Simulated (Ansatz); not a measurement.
Consider Rb2ThF6 (P-62m).

```
Rb Th F
1.0
     6.85000    0.00000    0.00000
    -3.42500    5.93227    0.00000
     0.00000    0.00000    3.83000
Rb Th F
2 1 6
Direct
  0.33333 0.66667 0.50000
  0.66667 0.33333 0.50000
  0.00000 0.00000 0.00000
  0.22000 0.00000 0.50000
  0.78000 0.78000 0.50000
  0.00000 0.22000 0.50000
  0.64000 0.00000 0.00000
  0.36000 0.36000 0.00000
  0.00000 0.64000 0.00000
```

The cell and positions come from the Crystallography Open Database and are kept as given unless a step says otherwise. The program's search for lower electronic states was switched off, so nothing shows that the state found is the lowest. Spin-orbit coupling is left out unless a run names it. PAW set soft_2, made with PBE.

A constrained-RPA run (Ansatz 0.2.0; non-magnetic LDA; Th f, bands c1 to c7, 3×3×4 mesh, medium accuracy) builds 7 functions on bands 0.63 eV wide, with 0.0 electrons in the window. The bare on-site interaction is 15.7 eV and the bare J 0.47 eV.

Estimate U, U′ and J.

On the Th f shell, U = 6.58 eV (42 % of the bare value), U′ = 5.88 eV, J = 0.34 eV.

The parent state is non-magnetic and the interaction static (zero frequency); U depends on the window and the orbitals, so it belongs to this model alone. Spin-orbit coupling, which is strong for atoms this heavy, is left out.

[Paths, hosts, dates, memory and timing lines, banners, echoed tables and standing remarks are left out of the program output.]

[Logs are printed without paths, hosts, clocks, repeated set-up lines and the standing remarks that a program may print on its own settings, such as how far it seeks lower states.]

[Runs of the session that timed out or met a known fault of the program may be left out.]

[Hosts, paths, dates, database ids (printed as entryN), source tags and the programs' standing remarks are cut or masked in the printed files.]
